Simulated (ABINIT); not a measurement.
# RbIO3 (R3m): a self-consistent loop beyond G0W0, cycle by cycle, part 3 of 3

How far does self-consistency move the gap of RbIO3 (R3m)?

ABINIT 10.8.3; LDA and many-body steps on it, plane waves. Known limits of the many-body steps: not at the basis limit; no spin-orbit coupling; coarse k mesh.

So far. Step 11 (evGW, cycle 1): Against G0W0 in ABINIT (2×2×2 mesh, 78 bands, screening to 106.1 eV, Godby-Needs plasmon pole), the gap moves by +0.609 eV. Step 14 (evGW, cycle 2): Against the cycle before, the gap moves by +0.049 eV.

## (15) Screening, 2×2×2 mesh, 78 bands, screening to 106.1 eV

This step: RPA screening on LDA, plane waves, norm-conserving pseudopotentials.

Contents of run.abi:

```
acell 3*1.0 Angstrom
rprim 
  3.187728926621 1.840436153888 2.622110720600
  -3.187728926621 1.840436153888 2.622110720600
  -0.000000000000 -3.680872307776 2.622110720600
ntypat 3
znucl 37 53 8
natom 5
typat 1 2 3 3 3
xred 
  0.515642950000 0.515642950000 0.515642950000
  0.001050200000 0.001050200000 0.001050200000
  0.036532590000 0.601941670000 0.036532590000
  0.036532590000 0.036532590000 0.601941670000
  0.601941670000 0.036532590000 0.036532590000
pp_dirpath "pseudos"
pseudos "Rb.upf, I.upf, O.upf"
ecut 36
ngkpt 2 2 2
nshiftk 1
shiftk 0 0 0
kptopt 1
chksymbreak 0
istwfk *1
occopt 1
irdwfk 1
optdriver 3
nband 78
ecuteps 3.9
inclvkb 2
awtr 1
symchi 1
gwcalctyp 10
mbpt_sciss 2.630 eV
nqptdm 1
qptdm 
  0 0 0
indata_prefix "in"
outdata_prefix "out"
tmpdata_prefix "tmp"
```

The run is started by

```
$ OMP_NUM_THREADS=1 mpirun -n 4 abinit run.abi > log
```

Numbers of over 12 decimals in the logs are rounded to 6 here.

Log:

```text
.Version 10.8.3 of ABINIT. v10.8.2 released Aug 2026.

 Symmetries : space group R3 m (#160); Bravais hR (rhombohedral)
[... echo of the input left out ...]
== DATASET  1 ==================================================================
-   mpi_nproc: 4, omp_nthreads: 1 (-1 if OMP is not activated)

--- !DatasetInfo
iteration_state: {dtset: 1, }
dimensions: {natom: 5, nkpt: 4, mband: 78, nsppol: 1, nspinor: 1, nspden: 1, mpw: 6444, }
cutoff_energies: {ecut:  36.0, pawecutdg:  -1.0, }
[...]
[... chi0 elements left out ...]
 For q-point:  0.000010 0.000020 0.000030
  dielectric constant =   3.2138
  dielectric constant without local fields =   3.6515

  Average fulfillment of the sum rule on Im[epsilon] for q-point    1 :     58.48  [%]
[... wings left out ...]
== END DATASET(S) ==============================================================
================================================================================

 -outvars: echo values of variables after computation  --------
           etotal      0.0000000000E+00
            nband          78
             nkpt           4
          spgroup         160
 [... the other variables as echoed above ...]

 Calculation completed.
```

The job ended after 6.8 s (4 MPI ranks of Arm Neoverse V2, shared host; peak memory 0.74 GiB; 27 s of CPU time).

Numbers from this step:

```
ε∞ with local fields, on this mesh, along the program's q direction : 3.214
the same without local fields                                       : 3.651
plasma frequency                                                    : 22.54 eV
plane waves in the screening matrix                                 : 251
```

This screening uses the functional's bands under a rigid shift, the mean opening of the cycle before.

## (16) Screening, 2×2×2 mesh, 78 bands, screening to 106.1 eV

This step: RPA screening on LDA from quasiparticle energies, plane waves, norm-conserving pseudopotentials.

Changes to run.abi since step 15:

```diff
@@ -32,7 +32,9 @@
 symchi 1
+irdqps 1
 gwcalctyp 10
-mbpt_sciss 2.630 eV
-nqptdm 1
+nqptdm 3
 qptdm 
-  0 0 0
+  0.5000000000 0.0000000000 0.0000000000
+  0.5000000000 0.5000000000 0.0000000000
+  0.5000000000 0.5000000000 0.5000000000
 indata_prefix "in"
```

Contents of mrgscr.stdin:

```
2
merged
q0_SCR
out_SCR
1
```

The run is started by

```
$ OMP_NUM_THREADS=1 mpirun -n 4 abinit run.abi > log; mrgscr < mrgscr.stdin
```

Log:

```text
.Version 10.8.3 of ABINIT. v10.8.2 released Aug 2026.

 Symmetries : space group R3 m (#160); Bravais hR (rhombohedral)
[... echo of the input left out ...]
== DATASET  1 ==================================================================
-   mpi_nproc: 4, omp_nthreads: 1 (-1 if OMP is not activated)

--- !DatasetInfo
iteration_state: {dtset: 1, }
dimensions: {natom: 5, nkpt: 4, mband: 78, nsppol: 1, nspinor: 1, nspden: 1, mpw: 6444, }
cutoff_energies: {ecut:  36.0, pawecutdg:  -1.0, }
[...]
q-point number  1        q = ( 0.500000, 0.000000, 0.000000) [r.l.u.]
--------------------------------------------------------------------------------
[... chi0 elements left out ...]
  Average fulfillment of the sum rule on Im[epsilon] for q-point    2 :     68.68  [%]

--------------------------------------------------------------------------------
  q-point number  2        q = ( 0.500000, 0.500000, 0.000000) [r.l.u.]
--------------------------------------------------------------------------------
[... chi0 elements left out ...]
  Average fulfillment of the sum rule on Im[epsilon] for q-point    3 :     65.46  [%]

 [... 1 further q-points ...]
```

The job ended after 4.2 s (4 MPI ranks; peak memory 0.57 GiB).

Numbers from this step:

| Property | Result |
| --- | --- |
| plasma frequency | 22.54 eV |
| plane waves in the screening matrix | 251 |

This screening reads the quasiparticle levels of the cycle before.

## (17) evGW, cycle 3

This step: evGW on LDA, plane waves, norm-conserving pseudopotentials.

Changes to run.abi since step 16:

```diff
@@ -26,12 +26,10 @@
 irdwfk 1
-optdriver 3
+optdriver 4
 nband 78
-ecuteps 3.9
-inclvkb 2
-awtr 1
-symchi 1
-irdqps 1
 gwcalctyp 10
-nqptdm 3
-qptdm 
+ecutsigx 36
+symsigma 1
+nkptgw 4
+kptgw 
+  0.0000000000 0.0000000000 0.0000000000
   0.5000000000 0.0000000000 0.0000000000
@@ -39,2 +37,11 @@
   0.5000000000 0.5000000000 0.5000000000
+bdgw 
+  5 23
+  5 23
+  5 23
+  5 23
+ecuteps 3.9
+irdscr 1
+ppmodel 1
+irdqps 1
 indata_prefix "in"
```

The run is started by

```
$ OMP_NUM_THREADS=1 mpirun -n 4 abinit run.abi > log
```

Log:

```text
.Version 10.8.3 of ABINIT. v10.8.2 released Aug 2026.

 Symmetries : space group R3 m (#160); Bravais hR (rhombohedral)
[... echo of the input left out ...]
== DATASET  1 ==================================================================
-   mpi_nproc: 4, omp_nthreads: 1 (-1 if OMP is not activated)

--- !DatasetInfo
iteration_state: {dtset: 1, }
dimensions: {natom: 5, nkpt: 4, mband: 78, nsppol: 1, nspinor: 1, nspden: 1, mpw: 6444, }
cutoff_energies: {ecut:  36.0, pawecutdg:  -1.0, }
[...]
.  kptgw no:  2; Maximum DeltaE = (   0.003  -0.000) for band index:  1
.  kptgw no:  3; Maximum DeltaE = (   0.002  -0.001) for band index:  1
.  kptgw no:  4; Maximum DeltaE = (   0.003   0.000) for band index:  1

== END DATASET(S) ==============================================================
================================================================================

 -outvars: echo values of variables after computation  --------
           etotal      0.0000000000E+00
            nband          78
             nkpt           4
          spgroup         160
 [... the other variables as echoed above ...]

 Calculation completed.
```

Wall time 24 s (4 MPI ranks); peak memory 1.1 GiB.

This step gave:

| Quantity | Value |
| --- | --- |
| quasiparticle gap on the mesh | 5.254 eV |
| gap of the density functional on the mesh | 2.723 eV |
| k of the valence top | 0.5, 0.5, 0.5 |
| k of the conduction bottom | 0.5, 0.5, 0.5 |
| least direct quasiparticle gap on the computed points | 5.254 eV |

Against the cycle before, the gap moves by +0.005 eV.

## (18) Side by side

Times are wall times on 4 MPI ranks of Arm Neoverse V2, shared host, good to a factor of about two. A run's time includes the screening step that it read.

| run | mesh | bands | screening cutoff (eV) | DFT gap (eV) | gap on the mesh (eV) | direct (eV) | ε∞ used | time |
| --- | --- | --- | --- | --- | --- | --- | --- | --- |
| G0W0 | 2×2×2 | 78 | 106.1 | 2.723 | 4.591 | 4.591 | 3.99 | 13 s |
| evGW0, cycle 1 | 2×2×2 | 78 | 106.1 | 2.723 | 5.025 | 5.025 | 3.99 | 32 s |
| evGW0, cycle 2 | 2×2×2 | 78 | 106.1 | 2.723 | 4.784 | 4.784 | 3.99 | 32 s |
| evGW0, cycle 3 | 2×2×2 | 78 | 106.1 | 2.723 | 4.808 | 4.808 | 3.99 | 32 s |
| evGW0, cycle 4 | 2×2×2 | 78 | 106.1 | 2.723 | 4.805 | 4.805 | 3.99 | 32 s |
| evGW, cycle 1 | 2×2×2 | 78 | 106.1 | 2.723 | 5.200 | 5.200 | 3.33 | 35 s |
| evGW, cycle 2 | 2×2×2 | 78 | 106.1 | 2.723 | 5.249 | 5.249 | 3.23 | 35 s |
| evGW, cycle 3 | 2×2×2 | 78 | 106.1 | 2.723 | 5.254 | 5.254 | 3.21 | 35 s |

## (19) Outcome

```yaml
g0w0: 4.591 eV
evgw0_cycle_1: 5.025 eV
evgw0_cycle_2: 4.784 eV
evgw0_cycle_3: 4.808 eV
evgw0_cycle_4: 4.805 eV
evgw_cycle_1: 5.200 eV
evgw_cycle_2: 5.249 eV
evgw_cycle_3: 5.254 eV
known_limits: not at the basis limit; no spin-orbit coupling; coarse k mesh
```

In words: Only the bands that the input lists are updated; the others, empty or deep, keep the functional's energies or take a rigid shift. The evGW loop starts from the last levels of evGW0, so its cycles and time come on top of those. evGW0 ends at 4.80 eV, +0.21 eV from G0W0, after 4 cycles that took 97 s beside the first screening; the last moved the gap by 0.003 eV. evGW ends at 5.25 eV, +0.66 eV from G0W0, after 3 cycles that took 1.7 min beside the first screening; the last moved the gap by 0.005 eV. The first cycle of evGW0 takes the full correction, without the factor Z, so it overshoots the one-shot value. Bands and cutoff are finite, so the gap is not at the basis limit. The miss can reach some tenths of an eV and take either sign; the mesh is an error of its own. The 2×2×2 mesh is coarse for this cell, which bears on the long-range parts of exchange and screening. In the updated screening the q = 0 part is built from Kohn-Sham bands under a rigid shift, the other q from the quasiparticle levels. The many-body steps are scalar-relativistic: spin-orbit coupling is not in them.

[Paths, hosts, dates, memory and timing lines, banners, echoed tables and standing remarks are left out of the program output.]

[Logs are printed without paths, hosts, clocks, repeated set-up lines and the standing remarks that a program may print on its own settings, such as how far it seeks lower states.]

[Runs of the session that timed out or met a known fault of the program may be left out.]

[Hosts, paths, dates, database ids (printed as entryN), source tags and the programs' standing remarks are cut or masked in the printed files.]

[G0W0 gaps are taken among the corrected bands and points alone; a level outside them can change the order at an edge.]

[Where Ansatz stands beside ABINIT at settings called matched, ABINIT's density can come from a denser mesh and the files from another edition; pairs whose starting gaps differed by over 0.03 eV were left out, so agreement reads better than it is.]
